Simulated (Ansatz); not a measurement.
# Lattice dynamics of Ta2CF2 monolayer, part 3 of 3

Task: relax Ta2CF2 monolayer, then find its harmonic phonons.

Ansatz 0.2.0; DFT PBE, scalar-relativistic, plane waves, PAW; PAW set soft_1.

So far. Step 4 (Relaxing to small forces for the phonons): The largest force component left is 0.22 meV/Å, within the tolerances set. Step 5 (Modes at Γ): Before it was imposed, the acoustic sum rule was missed by 4.4e-5 eV/Å². Small misses are needed for a sound result but don't prove that mesh and cutoff are converged. The lowest optical mode is real, 145 cm⁻¹.

### 6. The dispersion

Stability and thermal properties need the whole zone. Linear response on a 6×6×1 q mesh gives force constants as far as a supercell of that size would.

Input file input.yaml:

```yaml
crystal:
  lattice:
    - [3.2057835833, 0.0, 0.0]
    - [-1.6028917917, 2.7762900222, 0.0]
    - [0.0, 0.0, 33.2]
  atoms:
    - { symbol: C, position: [0.0, 0.0, 0.3012048193] }
    - { symbol: Ta, position: [0.3333333333, 0.6666666667, 0.3339935188] }
    - { symbol: Ta, position: [0.6666666667, 0.3333333333, 0.2684161197] }
    - { symbol: F, position: [0.6666666667, 0.3333333333, 0.3761822113] }
    - { symbol: F, position: [0.3333333333, 0.6666666667, 0.2262274272] }
  periodic: [true, true, false]
kpoints:
  mp_grid: { grid: [12, 12, 1] }
hamiltonian:
  xc: pbe
  pseudopotentials: { kind: paw, azcp: { folder: soft_1 } }
scf:
  occupations: { method: methfessel_paxton, width: 0.2 }
output:
  eigenvalues: true
phonons:
  method: dfpt
  qmesh: [6, 6, 1]
  temperatures: { t_max: 1000, t_step: 50 }
  qpath:
    path:
      - [0.0, 0.0, 0.0]
      - [0.5, 0.0, 0.0]
      - [0.33333333, 0.33333333, 0.0]
      - [0.0, 0.0, 0.0]
    npoints: 10
```

On the command line:

```sh
> ansatz run input.yaml --threads 4 --pin off --max-ram 16384MiB --backend cpu --events-out ev --progress --plain --runs-dir out
```

Numbers of over 12 decimals in the logs are rounded to 6 here.

The program printed:

```text
[...]
Crystal: 5 atoms, lattice volume = 295.486 Å³
Basis set: ecut = 420 eV, 5847 PW (Γ), exchange–correlation on 48×48×450 points (8 copies of the dense FFT grid, shifted against one another)
Bands: 27, of which v1, the nominal top of the filled ones, is band 22 counted from 1 (21 counted from 0)
Symmetry: 12 space group operations
k-points: 19 of 144 (irreducible under 6 space group operations, time reversal used)
[...]
SCF iter   1: F=—  HF=-21741.040295 eV  |F-HF|=—  |Δ(HF+E_count)|=         —  Δρ=5.78e-2  dr2=1.71e1  ethr=3.10e-3  ⟨swp⟩=10.9  Hψ=3584  notcnv=0
[...]
SCF iter  12: F=-21736.436297 eV  HF=-21736.436297 eV  |F-HF|=9.82e-11  |Δ(HF+E_count)|=  2.69e-10  S|Δr|=    0.00e0  Δρ=2.33e-8  dr2=1.09e-12  ethr=1.00e-12  ⟨swp⟩=18.5  Hψ=4995  notcnv=0
SCF 1 converged in 12 iterations: F = -21736.436297 eV  dr2 = 1.09e-12
[...]
phonons: the bands overlap, so this run is a metal and interpolates without the dipole-dipole term. If the crystal is really an insulator or semiconductor, its LO-TO splitting is missing
NSCF: frozen V_eff on 19 k-points
WARN: eigensolver did not converge (k=0): 1 band(s) unlocked after 2 eigensolves, warm-restarted (20 sweeps on the last) at ethr=1.62e-12 eV (storage-precision floor; scheduled 1.00e-12 eV) (lowest unlocked band 26, counted from 0; max residual 4.10e-5 eV among the unlocked bands, 4.10e-5 eV over every band; other slots of this pass that fall short are told together in one closing line; warning suppressed until the next SCF loop or pass starts)
WARN: eigensolver did not converge in 5 slots of this pass, the one above among them; of largest residual over every band (k=4): 1 band(s) unlocked (lowest unlocked band 26, counted from 0; max residual 3.12e-4 eV among the unlocked bands, 3.12e-4 eV over every band); of lowest unlocked band (k=0): band 26
[...]
DFPT response loops at q = (0, 0, 0) (fractional): preconditioner auto → none (partly filled bands, converged f_vac=0.776); β = 0.50; Broyden in place of MSR1
[...]
SCF converged after 12 iterations
[...]
Free energy (F): -21736.436297 eV
[...]
Internal energy: -21736.435320 eV  (E = F + TS)
E sigma→0 (E₀):  -21736.436053 eV
Entropy (-TS):   -0.000978 eV (-0.196 meV/atom)
Fermi energy:    -3.802691 eV
[...]
--- Band table (eV; the first three rows and the last of 19) ---
  k-point 0: bands = [... 18 lower, -8.9745, -8.9745, -5.5773, -5.5773, -4.3416, -3.2711, -2.4820, -2.4820, ... 1 higher]
  k-point 1: bands = [... 18 lower, -9.1847, -9.0063, -5.8088, -5.4190, -4.3077, -2.9588, -2.7084, -2.5271, ... 1 higher]
  k-point 2: bands = [... 18 lower, -9.4903, -9.0568, -6.3080, -4.9704, -4.2447, -3.0777, -2.5608, -2.3806, ... 1 higher]
  k-point 18: bands = [... 18 lower, -9.9380, -8.8431, -4.9906, -4.5067, -4.5067, -1.7728, -1.7282, -1.7282, ... 1 higher]
--- Phonons (Γ-DFPT): 10 representative perturbations + reference (Σ response iterations 52) ---
  ASR residual: 5.391e-5 → 0.000e0 eV/Å²; symmetrization residual: 6.746e-6 eV/Å²
[...]
ASR residual per site (eV/Å²): 5.39e-5 1.39e-5 9.22e-6 1.87e-5 1.78e-5
[...]
--- Phonons (arbitrary-q DFPT): 7 irreducible q on the 6×6×1 mesh ---
  q = [0.0000, 0.0000, 0.0000] (star 1, of the zone-centre solve; hermiticity 4.55e-7, symmetrization 3.38e-11, taken by the last average 1.60e-7): -0.00 0.00 0.00 145.42 145.42 171.85 171.85 189.56 189.56 205.40 382.38 410.69 563.99 762.29 762.29
  q = [0.0000, 0.1667, 0.0000] (star 6, 15 solved perturbations on 78 of 144 k-point pairs; hermiticity 4.83e-7, symmetrization 1.03e-10, taken by the last average 3.96e-7): 29.65 46.31 75.20 136.65 138.84 176.09 183.94 188.42 191.06 201.25 360.13 369.50 571.43 760.35 760.39
[...]
q = [0.1667, 0.1667, 0.0000] (star 6, 10 solved perturbations in 1110 linear systems a pass and spin channel, the states on 144 of 144 k-point pairs; hermiticity 6.87e-7, symmetrization 1.96e-10, taken by the last average 2.78e-7): 36.04 68.97 96.17 116.95 142.04 176.24 178.67 187.70 193.60 207.71 337.04 344.24 584.86 746.92 762.09
[...]
sum rule: each row above includes the acoustic sum rule's correction from the zone centre's row sums; it moved no ω² by more than (1.10 cm⁻¹)²
  mesh force constants: q→R imaginary residual 2.89e-18; ASR residual 5.391e-5 → 0.000e0 eV/Å²; symmetrization residual 1.776e-14 eV/Å²
  interpolated dispersion: 31 rows × 15 modes
  density of states and harmonic sums: on the 24×24×1 q-mesh, interpolated from the force constants of a 6×6×1 supercell (no non-analytic term)
  largest difference from the sums on the solved wave vectors: F 2.56e-2 eV, S 3.27e-5 and C_V 7.24e-6 eV/K
  zero-point energy: 0.258459 eV/cell   skipped modes (ω ≤ 0): 36, of them read as no rigid motion or as one in doubt: 33 (5.781e-1 modes/cell left out, lowest -63.11 cm⁻¹)   left out of the sums: 3.89e-2 of the cell's modes: C_V's classical limit lies that fraction below 3 k_B per atom; for a crystal, a wire or a layer, F and S can be off by more, and a phonons.interpolated_qmesh denser along its periods is the remedy for the sampling
```

Elapsed: 34 min, on 4 threads of Arm Neoverse V1, shared host; peak memory 2.9 GiB; 2.2 h of CPU time.

This step gave:

| Item | Value |
| --- | --- |
| sum-rule residual before enforcement | 5.39e-5 eV/Å² |
| lowest frequency on the path | -63.11 cm⁻¹ |
| highest frequency on the path or at a solved wavevector | 762.6 cm⁻¹ |
| lowest mode on the q mesh (acoustic modes at Γ apart) | -63.11 cm⁻¹ |

Frequencies (cm⁻¹) solved at each irreducible wavevector; negative means imaginary. Frequencies by wavevector, by row:

| q in reciprocal lattice units | star | mode 1 | mode 2 | mode 3 | mode 4 | mode 13 | mode 14 | mode 15 |
| --- | --- | --- | --- | --- | --- | --- | --- | --- |
| 0 0 0 | 1 | 0 | 0 | 0 | 145.4 | 564 | 762.3 | 762.3 |
| 0 0.1667 0 | 6 | 29.6 | 46.3 | 75.2 | 136.7 | 571.4 | 760.4 | 760.4 |
| 0 0.3333 0 | 6 | 17.6 | 59.5 | 101.7 | 120.3 | 590.9 | 741.4 | 758.2 |
| 0 -0.5 0 | 3 | -63.1 | 72.2 | 129.6 | 136.7 | 601.7 | 740.2 | 753.4 |
| 0.1667 0.1667 0 | 6 | 36 | 69 | 96.2 | 117 | 584.9 | 746.9 | 762.1 |
| 0.1667 0.3333 0 | 12 | -48.1 | 77.3 | 122.8 | 133 | 599 | 741.9 | 757.2 |
| 0.3333 0.3333 0 | 2 | 49.3 | 96.9 | 96.9 | 148.5 | 605.4 | 756.8 | 756.8 |

Interpolated from a 6×6×1 q mesh. Phonon branches along the path, in cm⁻¹:

| point | branch 1 | branch 2 | branch 3 | branch 4 | branch 12 | branch 13 | branch 14 | branch 15 |
| --- | --- | --- | --- | --- | --- | --- | --- | --- |
| Γ | 0 | 0 | 0 | 145 | 411 | 564 | 762 | 762 |
| halfway | 48 | 52 | 82 | 124 | 350 | 581 | 752 | 760 |
| M | -63 | 72 | 130 | 137 | 338 | 602 | 740 | 753 |
| halfway | -31 | 75 | 121 | 141 | 326 | 602 | 744 | 757 |
| K | 49 | 97 | 97 | 148 | 320 | 605 | 757 | 757 |
| halfway | 36 | 69 | 96 | 117 | 344 | 585 | 747 | 762 |
| Γ | 0 | 0 | 0 | 145 | 411 | 564 | 762 | 762 |

The phonon density of states has structure finer than the step of the table below, so its rows give means over 25 cm⁻¹, whole bins alone (the curve runs from -65 to 765 cm⁻¹). Peaks (cm⁻¹: height): 75.0: 0.0507, 135.0: 0.0839, 175.0: 0.147, 325.0: 0.0505, 595.0: 0.0345, 755.0: 0.0826.

Tetrahedra on a 24×24×1 mesh, mean over bins of 10 cm-1. Interpolated from a 6×6×1 q mesh. Phonon density of states against wavenumber; means over each step:

wavenumber (cm⁻¹), phonon density of states (1/cm⁻¹/cell) and a bar:
```
      -50      0.013 ####
      -25      0.006 ##
        0      0.005 ##
       25      0.010 ###
       50      0.019 ######
       75      0.033 ##########
      100      0.014 ####
      125      0.061 ###################
      150      0.037 ###########
      175      0.097 ##############################
      200      0.097 ##############################
      225      0.007 ##
      250      0.000 
      275      0.000 
      300      0.006 ##
      325      0.042 #############
      350      0.022 #######
      375      0.007 ##
      400      0.002 #
      425      0.000 
      450      0.000 
      475      0.000 
      500      0.000 
      525      0.000 
      550      0.001 
      575      0.014 ####
      600      0.024 #######
      625      0.001 
      650      0.000 
      675      0.000 
      700      0.000 
      725      0.007 ##
      750      0.057 ##################
```

The partial phonon density of states has structure finer than the step of the table below, so its rows give means over 25 cm⁻¹, whole bins alone (the curve runs from -72.5 to 796 cm⁻¹). Peaks (cm⁻¹: height): C 598.9: 0.0312, 757.2: 0.0755; F 184.1: 0.108, 326.0: 0.0448; Ta -50.7: 0.0158, 74.9: 0.0365, 134.9: 0.0750, 195.0: 0.0312.

Phonopy on the run's constants, 21x21x1 mesh, Gaussian sigma 6.2 cm-1. Interpolated from a 6×6×1 q mesh. Table of partial phonon density of states by wavenumber; means over each step; values in 1/cm⁻¹/cell:

| wavenumber (cm⁻¹) | C | F | Ta |
| --- | --- | --- | --- |
| -50 | 0.00116 | 8.9e-4 | 0.0118 |
| -25 | 5.1e-4 | 4.1e-4 | 0.00559 |
| 0 | 1.7e-4 | 2.7e-4 | 0.00305 |
| 25 | 4.8e-4 | 9.1e-4 | 0.00865 |
| 50 | 8.4e-4 | 0.00185 | 0.0176 |
| 75 | 0.00125 | 0.00268 | 0.0287 |
| 100 | 4.1e-4 | 0.00126 | 0.0128 |
| 125 | 4.6e-4 | 0.00336 | 0.0570 |
| 150 | 2.5e-4 | 0.00295 | 0.0349 |
| 175 | 1.4e-4 | 0.0722 | 0.0206 |
| 200 | 1.0e-4 | 0.0748 | 0.0231 |
| 225 | 8.2e-6 | 0.00549 | 0.00219 |
| 250 | 0 | 4.4e-7 | 2.2e-7 |
| 275 | 0 | 1.0e-6 | 0 |
| 300 | 6.7e-6 | 0.00585 | 4.5e-4 |
| 325 | 2.4e-5 | 0.0385 | 0.00363 |
| 350 | 9.1e-6 | 0.0199 | 0.00249 |
| 375 | 5.8e-6 | 0.00606 | 8.8e-4 |
| 400 | 0 | 0.00161 | 3.6e-4 |
| 425 | 0 | 1.2e-4 | 3.1e-5 |
| 450 | 0 | 0 | 0 |
| 475 | 0 | 0 | 0 |
| 500 | 0 | 0 | 0 |
| 525 | 0 | 0 | 0 |
| 550 | 0.00114 | 1.1e-5 | 3.4e-5 |
| 575 | 0.0129 | 1.5e-4 | 6.5e-4 |
| 600 | 0.0222 | 3.3e-4 | 0.00165 |
| 625 | 8.6e-4 | 1.3e-5 | 6.8e-5 |
| 650 | 0 | 0 | 0 |
| 675 | 0 | 0 | 0 |
| 700 | 0 | 0 | 0 |
| 725 | 0.00727 | 2.9e-5 | 2.4e-4 |
| 750 | 0.0554 | 2.2e-4 | 0.00199 |
| 775 | 0.0143 | 5.0e-5 | 5.1e-4 |

Symmetry leaves 7 wavevectors to solve. The lowest mode among them, the acoustic zeros apart, lies at q = (0, -0.5, 0) and is imaginary, 63.1i cm⁻¹, so the energy falls along it.

### 7. Isotope substitution

An isotope changes the mass and not the force constants, so no new electronic calculation is needed; the shifts show which modes move this element.

The same force constants with the mass of C changed from 12.011 to 13.003 u (phonopy, no LO-TO term). Both lists are sorted by frequency; levels can cross, so a row need not hold one and the same mode. Modes under 3 cm⁻¹ are left out. Isotope shifts, by row, the first 40 of 57 rows:

| q | rank | natural mass (cm⁻¹) | changed mass (cm⁻¹) |
| --- | --- | --- | --- |
| 0 0 0 | 4 | 145.4 | 145.4 |
| 0 0 0 | 5 | 145.4 | 145.4 |
| 0 0 0 | 6 | 171.8 | 171.8 |
| 0 0 0 | 7 | 171.8 | 171.8 |
| 0 0 0 | 8 | 189.6 | 189.6 |
| 0 0 0 | 9 | 189.6 | 189.6 |
| 0 0 0 | 10 | 205.4 | 205.4 |
| 0 0 0 | 11 | 382.4 | 382.3 |
| 0 0 0 | 12 | 410.7 | 410.7 |
| 0 0 0 | 13 | 564 | 542.8 |
| 0 0 0 | 14 | 762.3 | 733.5 |
| 0 0 0 | 15 | 762.3 | 733.5 |
| 0 0.1667 0 | 1 | 29.65 | 29.6 |
| 0 0.1667 0 | 2 | 46.31 | 46.25 |
| 0 0.1667 0 | 3 | 75.21 | 75.11 |
| 0 0.1667 0 | 4 | 136.7 | 136.6 |
| 0 0.1667 0 | 5 | 138.8 | 138.8 |
| 0 0.1667 0 | 6 | 176.1 | 176.1 |
| 0 0.1667 0 | 7 | 183.9 | 183.9 |
| 0 0.1667 0 | 8 | 188.4 | 188.4 |
| 0 0.1667 0 | 9 | 191.1 | 191.1 |
| 0 0.1667 0 | 10 | 201.3 | 201.2 |
| 0 0.1667 0 | 11 | 360.1 | 360.1 |
| 0 0.1667 0 | 12 | 369.5 | 369.5 |
| 0 0.1667 0 | 13 | 571.4 | 550.2 |
| 0 0.1667 0 | 14 | 760.4 | 731.8 |
| 0 0.1667 0 | 15 | 760.4 | 731.8 |
| 0 0.3333 0 | 1 | 17.61 | 17.56 |
| 0 0.3333 0 | 2 | 59.55 | 59.46 |
| 0 0.3333 0 | 3 | 101.7 | 101.6 |
| 0 0.3333 0 | 4 | 120.3 | 120.3 |
| 0 0.3333 0 | 5 | 132.3 | 132.3 |
| 0 0.3333 0 | 6 | 175.9 | 175.9 |
| 0 0.3333 0 | 7 | 183.8 | 183.8 |
| 0 0.3333 0 | 8 | 187.1 | 187.1 |
| 0 0.3333 0 | 9 | 194.3 | 194.3 |
| 0 0.3333 0 | 10 | 207.6 | 207.6 |
| 0 0.3333 0 | 11 | 325.4 | 325.4 |
| 0 0.3333 0 | 12 | 340 | 340 |
| 0 0.3333 0 | 13 | 590.9 | 569.6 |

A mode of this element alone would shift by -3.89 %. The highest zone-centre frequency without the field goes from 762.3 to 733.5 cm⁻¹ (-3.8 %). The product of the frequency ratios over all optical modes at Γ is 0.891; the product rule, (m/m′)^(3k/2) (M′/M)^(3/2) with k = 1 such atoms and M the mass of the cell, gives 0.891.

### 8. Summary of results

| Quantity | Value |
| --- | --- |
| space group after relaxation (within 0.01 Å) | P-3m1 |
| area per atom | 1.78 Å² |
| electronic character | no gap on this mesh |
| highest optical mode at the zone centre (no LO-TO term) | 762 cm⁻¹ |
| lowest optical zone-centre mode | 145 cm⁻¹ |
| lowest mode on the q mesh (acoustic modes at Γ apart) | -63.1 cm⁻¹ |
| highest frequency on the path or at a solved wavevector | 763 cm⁻¹ |
| imaginary modes on the 6×6×1 q mesh | yes |

**Reading.** Modes are clearly imaginary (beyond 10i cm⁻¹) at 2 of the 7 irreducible wavevectors, most at q = (0, -0.5, 0) (63.1i cm⁻¹), so this structure is not a minimum of the energy. The optical modes at Γ span 145 to 762 cm⁻¹. The highest mode in this list at Γ, 762.3 cm⁻¹, is mostly motion of C (97 % of the kinetic energy). With no gap, or one that is small against the smearing, the frequencies hang on the k mesh and the smearing, most of all near Kohn anomalies. In a sheet or slab the interpolated bending branch near Γ is rough, since the rotational sum rule isn't imposed. Spin-orbit coupling is left out, which can matter for the heavy elements here. A phonon run warned that its eigensolver left some bands unconverged in a pass. The starting cell was built on a prototype and not taken from a measurement. These are harmonic frequencies at zero temperature: anharmonic shifts, linewidths and thermal expansion are left out.

[Logs are printed without paths, hosts, clocks, repeated set-up lines and the standing remarks that a program may print on its own settings, such as how far it seeks lower states.]

[Hosts, paths, dates, database ids (printed as entryN), source tags and the programs' standing remarks are cut or masked in the printed files.]
